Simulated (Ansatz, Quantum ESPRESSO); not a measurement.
**CsH (Fm-3m): third-order response**

Wanted: vibrational spectra of CsH (Fm-3m) from linear and non-linear response.

Main program and level: Quantum ESPRESSO 8.0 development, patched; DFT LDA, scalar-relativistic, plane waves, PseudoDojo norm-conserving pseudopotentials.

Report form: the programs' logs are mostly left out.

The database entry behind the starting cell differs from later determinations by our own check (0.1 to 0.3 % short, probably kX units), so it need not match the best structure at ambient conditions.

### Step 1. The starting structure

The structure is cubic, space group Fm-3m (No. 225). Conventional cell: a = 6.376 Å, b = 6.376 Å, c = 6.376 Å, α = 90.00°, β = 90.00°, γ = 90.00°. Nearest to Cs lie 6 H at 3.19 Å. Nearest to H lie 6 Cs at 3.19 Å. Farther neighbours are not listed.

### Step 2. A probe with smearing

Before anything dear is run, a loose run with smearing shows whether this is a metal and how far the cell is from rest.

File probe.in:

```
&control
   calculation = 'scf'
   prefix = 'x'
   outdir = './tmp'
   pseudo_dir = './pseudo'
   tprnfor = .true.
   tstress = .true.
   verbosity = 'high'
/
&system
   ibrav = 2
   celldm(1) = 12.04889377
   nat = 2
   ntyp = 2
   ecutwfc = 74.0
   occupations = 'smearing'
   smearing = 'gaussian'
   degauss = 0.01
/
&electrons
   conv_thr = 1.0d-07
   mixing_beta = 0.7
   electron_maxstep = 100
/
ATOMIC_SPECIES
 Cs    132.9055  Cs.upf
 H       1.0080  H.upf
ATOMIC_POSITIONS crystal
 Cs     0.000000000   0.000000000   0.000000000
 H      0.500000000   0.500000000   0.500000000
K_POINTS automatic
 6 6 6 0 0 0
```

Started as:

```
$ OMP_NUM_THREADS=1 mpirun -n 2 pw.x -nk 2 -in probe.in > probe.out
```

Run time: 6.3 s. Hardware: 2 MPI ranks of Intel Xeon Platinum 8488C (Sapphire Rapids), shared host; 11 s of CPU time.

Numbers from this step:

* volume per atom: 32.40 Å³
* pressure: -1.276 GPa
* gap on the k-mesh: 1.956 eV

A gap of 2.0 eV opens on this mesh, so the crystal is taken as an insulator; the start stands at -1.3 GPa.

### Step 3. Relaxing the cell and atoms

The relaxation runs at a cutoff a fifth above that of the response, since stress converges more slowly with the basis than frequencies do. Forces and stress are brought to rest with tight thresholds.

File relax.in:

```
&control
   calculation = 'vc-relax'
   prefix = 'x'
   outdir = './tmp'
   pseudo_dir = './pseudo'
   tprnfor = .true.
   tstress = .true.
   forc_conv_thr = 2.0d-05
   etot_conv_thr = 1.0d-07
   nstep = 40
/
&system
   ibrav = 2
   celldm(1) = 12.04889377
   nat = 2
   ntyp = 2
   ecutwfc = 89
   occupations = 'fixed'
   nbnd = 7
/
&electrons
   conv_thr = 1.0d-11
   mixing_beta = 0.7
   electron_maxstep = 100
/
&ions
/
&cell
   press_conv_thr = 0.2
/
ATOMIC_SPECIES
 Cs    132.9055  Cs.upf
 H       1.0080  H.upf
ATOMIC_POSITIONS crystal
 Cs     0.000000000   0.000000000   0.000000000
 H      0.500000000   0.500000000   0.500000000
K_POINTS automatic
 6 6 6 0 0 0
```

Started as:

```
$ OMP_NUM_THREADS=1 mpirun -n 2 pw.x -nk 2 -in relax.in > relax.out
```

Run time: 56 s. Hardware: 2 MPI ranks; 1.9 min of CPU time.

The steps of the relaxation:

```tsv
step	energy less that of the first step (eV)	largest force (eV/Å)	pressure (GPa)	volume (Å³)
1	0.0000	0.0000	-1.26	64.80
2	-0.0032	0.0000	-1.22	64.39
3	-0.0078	0.0000	-1.15	63.76
4	-0.0141	0.0000	-1.03	62.84
5	-0.0222	0.0000	-0.85	61.47
6	-0.0310	0.0000	-0.54	59.45
7	-0.0360	0.0000	0.02	56.51
8	-0.0360	0.0000	0.00	56.59
9	-0.0360	0.0000	0.00	56.59
10	-0.0360	0.0000	0.00	56.59
```

```tsv
conventional cell, symmetrised	before	after	change
a (Å)	6.376	6.094	-4.4 %
b (Å)	6.376	6.094	-4.4 %
c (Å)	6.376	6.094	-4.4 %
volume (Å³/atom)	32.40	28.29	-12.7 %
```

The relaxed structure:

```
CELL_PARAMETERS angstrom
-3.04714 0.00000 3.04714
0.00000 3.04714 3.04714
-3.04714 3.04714 0.00000
ATOMIC_POSITIONS crystal
Cs 0.00000 0.00000 0.00000
H 0.50000 0.50000 0.50000
```

The last row of the table of steps is pw.x's closing run on a basis chosen anew for the final cell, so its energy can jump.

Read from the output:

- volume per atom: 28.29 Å³
- pressure: 0.001 GPa
- gap on the k-mesh: 1.751 eV

The volume changes by -12.7 % from the cell with which this run began.

### Step 4. Self-consistent run for the response

The response is built on this ground state, so it is converged far tighter than an energy would need. With a gap, occupations are fixed, which also allows the response to an electric field.

File scf.in:

```
&control
   calculation = 'scf'
   prefix = 'x'
   outdir = './tmp'
   pseudo_dir = './pseudo'
   tprnfor = .true.
   tstress = .true.
/
&system
   ibrav = 2
   celldm(1) = 11.5165061
   nat = 2
   ntyp = 2
   ecutwfc = 74.0
   occupations = 'fixed'
   nbnd = 7
/
&electrons
   conv_thr = 1.0d-12
   mixing_beta = 0.7
   electron_maxstep = 100
/
ATOMIC_SPECIES
 Cs    132.9055  Cs.upf
 H       1.0080  H.upf
ATOMIC_POSITIONS crystal
 Cs     0.000000000   0.000000000   0.000000000
 H      0.500000000   0.500000000   0.500000000
K_POINTS automatic
 6 6 6 0 0 0
```

Started as:

```
$ OMP_NUM_THREADS=1 mpirun -n 2 pw.x -nk 2 -in scf.in > scf.out
```

It took 5.8 s on 2 MPI ranks.

Numbers from this step:

* pressure: -0.004 GPa

The cell stands at -0.004 GPa, close enough for phonons.

### Step 5. Zone-centre response

At q = 0 one unit cell holds all displacements; symmetry groups them into irreducible representations that are solved one by one. The response to a field gives ε∞ and the Born charges, which polar modes need. Third-order response adds the Raman tensors.

File ph.in:

```
phonons
&inputph
   prefix = 'x'
   outdir = './tmp'
   fildyn = 'g.dyn'
   tr2_ph = 1.0d-18
   epsil = .true.
   lraman = .true.
   elop = .true.
/
0.000000000000 0.000000000000 0.000000000000
```

Started as:

```
$ OMP_NUM_THREADS=1 mpirun -n 2 ph.x -nk 2 -in ph.in > ph.out
```

The job ended after 3.2 min (2 MPI ranks; 6.3 min of CPU time).

Read from the output:

```yaml
miss_of_the_charge_sum_rule: 0.004200 e
largest_acoustic_frequency_at_the_zone_centre_before_the_sum_rule: 0.65 cm⁻¹
highest_optical_zone_centre_mode_no_lo_to_term: 452.2 cm⁻¹
lowest_optical_zone_centre_mode: 452.2 cm⁻¹
mean_high_frequency_dielectric_constant: 3.645
largest_born_charge_in_size_third_of_the_trace: 1.159 e
```

Born charge (rows field, columns displacement), before the sum rule (e), principal values of the symmetric part by kind of site:

```tsv
atom	atoms with these values	low	middle	high	mean
Cs1	1	1.15	1.15	1.15	1.15
H2	1	-1.16	-1.16	-1.16	-1.16
```

In full for Cs1:

```
1.15 0.00 0.00
0.00 1.15 0.00
0.00 0.00 1.15
```

High-frequency dielectric tensor:

```
3.64 0.00 0.00
0.00 3.64 0.00
0.00 0.00 3.64
```

The acoustic modes at Γ come out as far as 0.7 cm⁻¹ from zero, where they should vanish, a small numerical error; the Born charges miss their sum rule by 0.0042 e, which is good.

### Step 6. Zone-centre analysis

A rigid shift of the crystal must cost nothing, but grids and finite bases break this; the acoustic sum rule is imposed before the matrix is diagonalised again. With Born charges the intensities follow, and the static dielectric tensor.

File dynmat.in:

```
&input
   fildyn = 'g.dyn'
   asr = 'simple'
   fileig = 'dynmat.eig'
   lperm = .true.
/
```

Started as:

```
$ dynmat.x -in dynmat.in > dynmat.out
```

Wall time 0.97 s (1 thread).

Read from the output:

```
mean static dielectric constant : 9.335
```

Unit eigenvectors of the mass-weighted matrix after the sum rule; no LO-TO term. Modes at Γ, with each element's share of the kinetic energy:

```tsv
mode	frequency (cm⁻¹)	symmetry	Cs %	H %
1	0.0	acoustic	99	1
2	0.0	acoustic	99	1
3	0.0	acoustic	99	1
4	452.2	T1u	1	99
5	452.2	T1u	1	99
6	452.2	T1u	1	99
```

Displacements in mode 6 (452.2 cm⁻¹), the largest set to 1:
```
Cs1 -0.01  0.00  0.00
H2   1.00 -0.62  0.00
```

Degenerate modes summed, no LO-TO term. Infrared lines, with heights relative to the strongest:

```tsv
position (cm⁻¹)	lines merged	label	IR intensity, relative
452	3	T1u	100
```

Static dielectric tensor (ions relaxed, fixed cell):

```
9.34 0.00 0.00
0.00 9.34 0.00
0.00 0.00 9.34
```

The rule moves no optical mode by more than 0.1 cm⁻¹.

### Step 7. Sum rules set otherwise: a sum rule for molecules or wires on a crystal

This rule also removes rotations, which suits molecules and not a crystal; it is tried to see the harm.

File dynmat.in:

```
&input
   fildyn = 'g.dyn'
   asr = 'zero-dim'
   fileig = 'dynmat.eig'
   lperm = .true.
/
```

Started as:

```
$ dynmat.x -in dynmat.in > dynmat.out
```

Elapsed: 0.89 s, on 1 thread.

The run ended normally, but on settings that are not sound.

The fault: a sum rule for molecules or wires on a crystal; 2 optical modes are projected out to zero frequency, as if they were rotations, and the static dielectric tensor is spoilt.

For a crystal the rule has to be 'simple' or 'crystal'.

Zone-centre frequencies as printed; negative means imaginary. Modes:

```tsv
mode	frequency (cm⁻¹)
1	0
2	0
3	0
4	0
5	0
6	452.2
```

### Step 8. The LO-TO splitting (1 0 0)

A longitudinal polar mode sets up a macroscopic field that stiffens it; the term hangs on the direction from which q goes to zero.

File dynmat.in:

```
&input
   fildyn = 'g.dyn'
   asr = 'simple'
   fileig = 'dynmat.eig'
   q(1) = 1.0
   q(2) = 0.0
   q(3) = 0.0
/
```

Started as:

```
$ dynmat.x -in dynmat.in > dynmat.out
```

Run time: 0.9 s. Hardware: 1 thread.

Read from the output:

```yaml
highest_mode_moved_by_the_lo_to_term: 723.7 cm⁻¹
```

Zone-centre frequencies as printed; negative means imaginary. Modes:

```tsv
mode	frequency (cm⁻¹)
1	0
2	0
3	0
4	452.2
5	452.2
6	723.7
```

The field moves one mode, from 452 to 724 cm⁻¹; the others stay.

### Step 9. Cross-check with Ansatz

A second program on the same cell, potentials, cutoff and meshes tests the implementation of the phonon response, not its convergence. Its field response is summed in its own way. Its k mesh is centred on Γ.

This step: DFT LDA, scalar-relativistic, plane waves, PseudoDojo norm-conserving pseudopotentials (Ansatz 0.2.0).

File input.yaml:

```yaml
crystal:
  lattice:
    - [-3.0471362879, 0.0, 3.0471362879]
    - [0.0, 3.0471362879, 3.0471362879]
    - [-3.0471362879, 3.0471362879, 0.0]
  atoms:
    - { symbol: Cs, position: [0.0, 0.0, 0.0] }
    - { symbol: H, position: [0.5, 0.5, 0.5] }
kpoints:
  mp_grid: { grid: [6, 6, 6] }
hamiltonian:
  xc: lda
  pseudopotentials: { kind: nc, accuracy: standard }
scf:
  occupations: { method: fixed }
output:
  eigenvalues: true
basis:
  ecutwfc: 1006.821
phonons:
  method: dfpt
  dielectric: true
  rigid_motions: translations
  raman: true
```

Started as:

```
$ ansatz run input.yaml --threads 2 --pin off --max-ram 4096MiB --backend cpu --events-out ev --progress --plain --runs-dir out
```

Run time: 1.7 min. Hardware: 2 threads; peak memory 0.91 GiB.

This step gave:

```yaml
sum_rule_residual_before_enforcement: 4.06e-5 eV/Å²
miss_of_the_charge_sum_rule: 1.97e-4 e
estimated_error_of_the_dielectric_tensor: 0.008015
estimated_error_of_the_born_charges: 0.009598 e
mean_high_frequency_dielectric_constant: 3.596
largest_born_charge_in_size_third_of_the_trace: 1.149 e
mean_static_dielectric_constant: 9.210
highest_mode_moved_by_the_lo_to_term: 723.8 cm⁻¹
```

Transverse modes. Lines of the infrared spectrum (strongest = 100):

```tsv
position (cm⁻¹)	label	IR intensity ((D/Å)²/amu), degenerate modes summed, relative
452	T1u	100
```

### Step 10. The two compared: QE PseudoDojo and Ansatz, PseudoDojo

Numbers from this step:

- root-mean-square difference: 0.01 cm⁻¹
- largest difference: 0.01 cm⁻¹

Frequencies side by side, by row:

```tsv
q (reciprocal lattice)	mode	QE PseudoDojo (cm⁻¹)	Ansatz, PseudoDojo (cm⁻¹)
0 0 0	1	0	0
0 0 0	2	0	0
0 0 0	3	0	0
0 0 0	4	452.2	452.2
0 0 0	5	452.2	452.2
0 0 0	6	452.2	452.2
```

The two runs side by side. Further quantities:

```tsv
quantity	QE PseudoDojo	Ansatz, PseudoDojo
mean ε∞	3.645	3.596
largest Born charge in size (e; the first before, the second after the charge sum rule)	1.159	1.149
summed IR intensity ((D/Å)²/amu)	92.62	91.39
```

At the zone centre the largest difference (acoustic modes at Γ apart) is 0.002 % of the highest mode.

### Step 11. Summary of results

| Quantity | Value |
| --- | --- |
| space group after relaxation | Fm-3m |
| volume per atom | 28.3 Å³ |
| gap on the k-mesh | 1.75 eV |
| highest optical zone-centre mode (no LO-TO term) | 452.2 cm⁻¹ |
| highest mode moved by the LO-TO term | 723.7 cm⁻¹ |
| mean high-frequency dielectric constant | 3.64 |
| largest Born charge in size (third of the trace) | 1.16 e |
| mean static dielectric constant | 9.34 |
| imaginary optical modes at the zone centre (no q mesh in this session) | none |
| largest difference from Ansatz, PseudoDojo | 0.01 cm⁻¹ |

What this shows: No mode is Raman active in this structure; the strongest infrared line lies at 452 cm⁻¹. At the LDA level the optical modes of CsH (Fm-3m) at the zone centre (no LO-TO term) lie at 452 cm⁻¹. Along the directions run, the highest mode that the macroscopic field moves lies at 724 cm⁻¹. Lattice motion raises the mean dielectric constant from 3.645 to 9.335. The Lyddane-Sachs-Teller relation holds: (ωLO/ωTO)² is 2.56 and ε₀/ε∞ is 2.56. QE PseudoDojo and Ansatz, PseudoDojo agree to 0.01 cm⁻¹ (0.002 % of the highest mode compared) on all solved modes but the acoustic ones at Γ, without the LO-TO term. These are harmonic frequencies at zero temperature: anharmonic shifts and linewidths and thermal expansion are left out. Spin-orbit coupling is left out, which can matter for the heavy elements here. The build is a development version in which the Raman tensors of release 7.5 are mended; dynmat.x leaves out the electro-optic term of LO lines.

[Host names and launcher messages were left out of these logs when they were recorded.]

[Logs are printed without paths, hosts, clocks, repeated set-up lines and the standing remarks that a program may print on its own settings, such as how far it seeks lower states.]

[Hosts, paths, dates, database ids (printed as entryN), source tags and the programs' standing remarks are cut or masked in the printed files.]
